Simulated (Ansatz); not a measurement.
# bond stretched by 2.5 Å, between Al atomic chains under bias, part 2 of 2

Is the junction ohmic, and where does the voltage drop?

Ansatz 0.2.0; DFT PBE, plane waves, PAW; current against voltage, self-consistent under bias.

So far: Set-up; Current against voltage, box 6 × 6 × 96 Å.

**2. Current against voltage, box 6 × 6 × 96 Å (continued)**

Table of Hartree potential energy less that at 0 V, planar mean by z:

```
z (Å)  0.3 V (eV)  0.6 V (eV)  1 V (eV)  1.5 V (eV)
   -5      0.0481      0.0974     0.165       0.250
    0       0.144       0.289     0.482       0.723
    5       0.150       0.299     0.499       0.748
   10       0.150       0.300     0.500       0.750
   15       0.150       0.300     0.500       0.749
   20       0.150       0.299     0.499       0.748
   25       0.151       0.301     0.503       0.756
   30       0.148       0.297     0.493       0.736
   35       0.153       0.307     0.515       0.782
   40      0.0739       0.148     0.235       0.313
   45      -0.152      -0.304    -0.507      -0.760
   50      -0.148      -0.296    -0.494      -0.741
   55      -0.150      -0.300    -0.500      -0.749
   60      -0.148      -0.297    -0.495      -0.740
   65      -0.149      -0.299    -0.499      -0.748
   70      -0.150      -0.300    -0.500      -0.749
   75      -0.149      -0.299    -0.499      -0.749
   80      -0.149      -0.297    -0.498      -0.748
   85      -0.103      -0.205    -0.337      -0.504
```

The electron density less that at 0 V, planar mean (0.3 V) oscillates, so the rows of the table below give means over windows of 2.4 Å about each position, cut where the curve ends. Its first 14 maxima inside the range that stand out by 2 % of the span (Å: e/Å³): -1.1: 5.8e-5, 1.1: 3.0e-5, 3.4: 6.4e-6, 5.9: 3.9e-6, 25.8: 9.7e-6, 28.1: 1.4e-5, 30.3: 1.5e-5, 32.9: 2.3e-5, 35.1: 4.4e-5, 37.7: 1.5e-4, 39.9: 2.2e-4, 43.4: 6.4e-6, 45.7: 2.5e-5, 48.3: 3.4e-5. Its first 14 minima: 0.2: 4.7e-6, 2.4: -6.4e-6, 4.6: -7.1e-6, 22.3: -5.2e-6, 27.1: -7.1e-6, 29.3: -1.6e-5, 31.6: -2.5e-5, 33.8: -3.4e-5, 36.4: -2.3e-5, 38.6: -1.3e-5, 42.2: -2.2e-4, 44.4: -1.4e-4, 47.0: -4.2e-5, 49.2: -2.3e-5.

Electron density less that at 0 V, planar mean against z; means over each step:

```
z (Å)  0.3 V (e/Å³)  0.6 V (e/Å³)  1 V (e/Å³)  1.5 V (e/Å³)
-5.69       -2.7e-7       -1.3e-7      1.5e-7        8.9e-7
-3.29        9.9e-6        2.0e-5      3.4e-5        5.2e-5
-0.89        3.5e-5        7.1e-5      1.2e-4        1.8e-4
 1.51        1.3e-5        2.5e-5      4.0e-5        5.9e-5
 3.91       -4.8e-7       -7.8e-7     -1.1e-6       -1.5e-6
 6.31        2.2e-7        3.9e-7      6.1e-7        8.4e-7
 8.71        3.3e-7        6.9e-7      1.1e-6        1.8e-6
11.11        2.5e-8        7.8e-9      1.3e-7        2.6e-7
13.51        2.0e-7        4.2e-7      6.6e-7        1.2e-6
15.91       -1.5e-7       -3.0e-7     -4.3e-7       -4.7e-7
18.31        7.0e-7        1.4e-6      2.7e-6        5.1e-6
20.71       -7.3e-7       -1.3e-6     -2.4e-6       -4.0e-6
23.11       -7.9e-7       -1.7e-6     -3.6e-6       -8.6e-6
25.51        2.3e-6        4.7e-6      9.9e-6        2.1e-5
27.91        1.3e-6        2.9e-6      6.7e-6        1.7e-5
30.31       -2.6e-6       -5.1e-6     -9.4e-6       -1.8e-5
32.71       -4.0e-6       -8.3e-6     -1.6e-5       -3.0e-5
35.11        5.1e-6        1.1e-5      2.4e-5        5.3e-5
37.51        6.1e-5        1.3e-4      2.4e-4        4.4e-4
39.91        1.2e-4        2.3e-4      3.4e-4        3.5e-4
42.31       -1.2e-4       -2.4e-4     -3.9e-4       -5.5e-4
44.71       -5.8e-5       -1.1e-4     -1.9e-4       -2.8e-4
47.11       -3.7e-6       -7.0e-6     -1.3e-5       -1.8e-5
49.51        3.1e-6        6.1e-6      1.1e-5        1.6e-5
51.91        1.6e-6        3.0e-6      5.6e-6        1.1e-5
54.31       -1.5e-6       -2.8e-6     -4.3e-6       -4.3e-6
56.71       -3.1e-6       -6.0e-6     -1.0e-5       -1.6e-5
59.11        1.1e-6        2.2e-6      3.9e-6        5.9e-6
61.51        1.2e-6        2.9e-6      5.4e-6        1.1e-5
63.91        2.5e-7        1.6e-7     -5.9e-7       -3.6e-6
66.31       -2.3e-6       -5.1e-6     -6.6e-6       -7.7e-6
68.71        1.6e-6        4.1e-6      4.9e-6        6.4e-6
71.11       -1.1e-6       -2.5e-6     -3.1e-6       -4.2e-6
73.51       -1.1e-7       -7.7e-7     -6.2e-7       -1.2e-6
75.91       -6.0e-7        1.3e-7      2.5e-7        1.8e-6
78.31        4.7e-7       -2.5e-7     -8.2e-7       -1.7e-6
80.71       -5.6e-6       -1.1e-5     -2.8e-5       -5.0e-5
83.11       -4.3e-5       -8.7e-5     -1.4e-4       -2.0e-4
85.51       -8.0e-6       -1.5e-5     -2.6e-5       -3.8e-5
87.91       -1.4e-7       -2.0e-7     -4.6e-7       -5.0e-7
```

By hand: at 1.5 V the window reaches from -0.75 to 0.75 eV, and the mean transmission a spin over it is 0.00172. With sharp Fermi edges I = G0 × V × T̄ = 77.48 μS × 1.5 V × 0.00172 = 0.200 μA, against 0.199 μA from the program at 300 K.

The zero-bias conductance is 0.00899 G₀; current over voltage goes 0.00423 at +0.3 V, 0.00215 at +0.6 V, 0.00167 at +1 V and 0.00171 at +1.5 V in the same unit. The leads' misfit reaches 36 meV.

**3. Current against voltage, box 50.8 Å**

This step: DFT PBE, plane waves, PAW; current against voltage, self-consistent under bias; changed: crystal.lattice = [[3.175062, 0.0, 0.0], [0.0, 3.175062, 0.0], [0.0, 0.0, 50.81686731]], scf.max_iter = 60 (Ansatz 0.2.0).

The input of the bias sweep is made doubtful on purpose.

The cell differs from the one that the last finished run ended in (a 6.000 → 3.175 Å, b 6.000 → 3.175 Å, c 96.030 → 50.817 Å).

input.yaml reads:

```yaml
crystal:
  lattice:
    - [3.175062, 0.0, 0.0]
    - [0.0, 3.175062, 0.0]
    - [0.0, 0.0, 50.81686731]
  atoms:
    - { symbol: Al, position: [0.5, 0.5, 0.0] }
    - { symbol: Al, position: [0.5, 0.5, 0.025096324] }
    - { symbol: Al, position: [0.5, 0.5, 0.050192648] }
    - { symbol: Al, position: [0.5, 0.5, 0.075288972] }
    - { symbol: Al, position: [0.5, 0.5, 0.100385296] }
    - { symbol: Al, position: [0.5, 0.5, 0.12548162] }
    - { symbol: Al, position: [0.5, 0.5, 0.150577944] }
    - { symbol: Al, position: [0.5, 0.5, 0.175674268] }
    - { symbol: Al, position: [0.5, 0.5, 0.200770593] }
    - { symbol: Al, position: [0.5, 0.5, 0.225866917] }
    - { symbol: Al, position: [0.5, 0.5, 0.250963241] }
    - { symbol: Al, position: [0.5, 0.5, 0.276059565] }
    - { symbol: Al, position: [0.5, 0.5, 0.301155889] }
    - { symbol: Al, position: [0.5, 0.5, 0.326252213] }
    - { symbol: Al, position: [0.5, 0.5, 0.351348537] }
    - { symbol: Al, position: [0.5, 0.5, 0.376444861] }
    - { symbol: Al, position: [0.5, 0.5, 0.401541185] }
    - { symbol: Al, position: [0.5, 0.5, 0.45267104] }
    - { symbol: Al, position: [0.5, 0.5, 0.477767364] }
    - { symbol: Al, position: [0.5, 0.5, 0.502863688] }
    - { symbol: Al, position: [0.5, 0.5, 0.527960012] }
    - { symbol: Al, position: [0.5, 0.5, 0.553056337] }
    - { symbol: Al, position: [0.5, 0.5, 0.578152661] }
    - { symbol: Al, position: [0.5, 0.5, 0.603248985] }
    - { symbol: Al, position: [0.5, 0.5, 0.628345309] }
    - { symbol: Al, position: [0.5, 0.5, 0.653441633] }
    - { symbol: Al, position: [0.5, 0.5, 0.678537957] }
    - { symbol: Al, position: [0.5, 0.5, 0.703634281] }
    - { symbol: Al, position: [0.5, 0.5, 0.728730605] }
    - { symbol: Al, position: [0.5, 0.5, 0.753826929] }
    - { symbol: Al, position: [0.5, 0.5, 0.778923253] }
    - { symbol: Al, position: [0.5, 0.5, 0.804019577] }
    - { symbol: Al, position: [0.5, 0.5, 0.829115901] }
    - { symbol: Al, position: [0.5, 0.5, 0.854212225] }
kpoints:
  mp_grid: { grid: [1, 1, 1] }
scf:
  occupations: { method: fermi_dirac, width: 0.1 }
  max_iter: 60
hamiltonian:
  xc: pbe
output:
  current_voltage:
    leads: [[10, 11], [22, 23]]
    bias: [0.3, 0.6, 1.0, 1.5]
    electrode_ends: [16, 17]
    kmesh: [1, 1]
  write_potential: true
  write_density: true
  volumetric_format: npy
basis:
  ecutwfc: "340 eV"
```

The run is started by

```bash
> ansatz run input.yaml --threads 4 --pin off --max-ram 16384MiB --backend cpu --events-out ev --progress --plain --runs-dir out
```

Numbers of over 12 decimals in the logs are rounded to 6 here.

Log:

```text
Error: inconsistent input (output.current_voltage, crystal): the cell leaves 7.408 Å of vacuum along the normal of its first two vectors, and 10 Å are needed to part the ends of the two leads (14 Å serve well). It is the widest gap over the second lead that is listed
```

Run time: 0.04 s. Hardware: 4 threads of Intel Xeon Platinum 8375C at 2.90GHz (Ice Lake), shared host; peak memory 0.082 GiB.

The program refused the input before any cycle.

The program's message: “Error: inconsistent input (output.current_voltage, crystal): the cell leaves 7.408 Å of vacuum along the normal of its first two vectors, and 10 Å are needed to part the ends of the two leads (14 Å se …”

The change that led to it: crystal.lattice.

**4. Summary of results**

```json
{
 "conductance at zero bias": "0.00899 G₀",
 "current at +0.3 V": "0.0983 μA",
 "current at +0.6 V": "0.1000 μA",
 "current at +1 V": "0.129 μA",
 "current at +1.5 V": "0.199 μA"
}
```

What this shows: The junction conducts 0.00899 G₀ at zero bias and carries 0.199 μA at 1.50 V. At 1.50 V the current is 0.19 times what the zero-bias conductance would give; over all biases of the sweep that ratio lies between 0.19 and 0.47. Of the 1.50 V, 1.51 V drops at the junction. By +0.6 V a band edge of a lead has entered the bias window, and at +1.5 V 73 % of the window has no channel on one side; narrow lead bands can shape the curve there. A wire screens slowly, so the current depends on the leads' length and the box width; neither was converged here. Transport is coherent and elastic here: the atoms are frozen, so scattering by vibrations plays no part. A cutoff under the files' recommended one was taken to save time; its effect on T(E) was not tested here.

[Logs are printed without paths, hosts, clocks, repeated set-up lines and the standing remarks that a program may print on its own settings, such as how far it seeks lower states.]

[Hosts, paths, dates, database ids (printed as entryN), source tags and the programs' standing remarks are cut or masked in the printed files.]
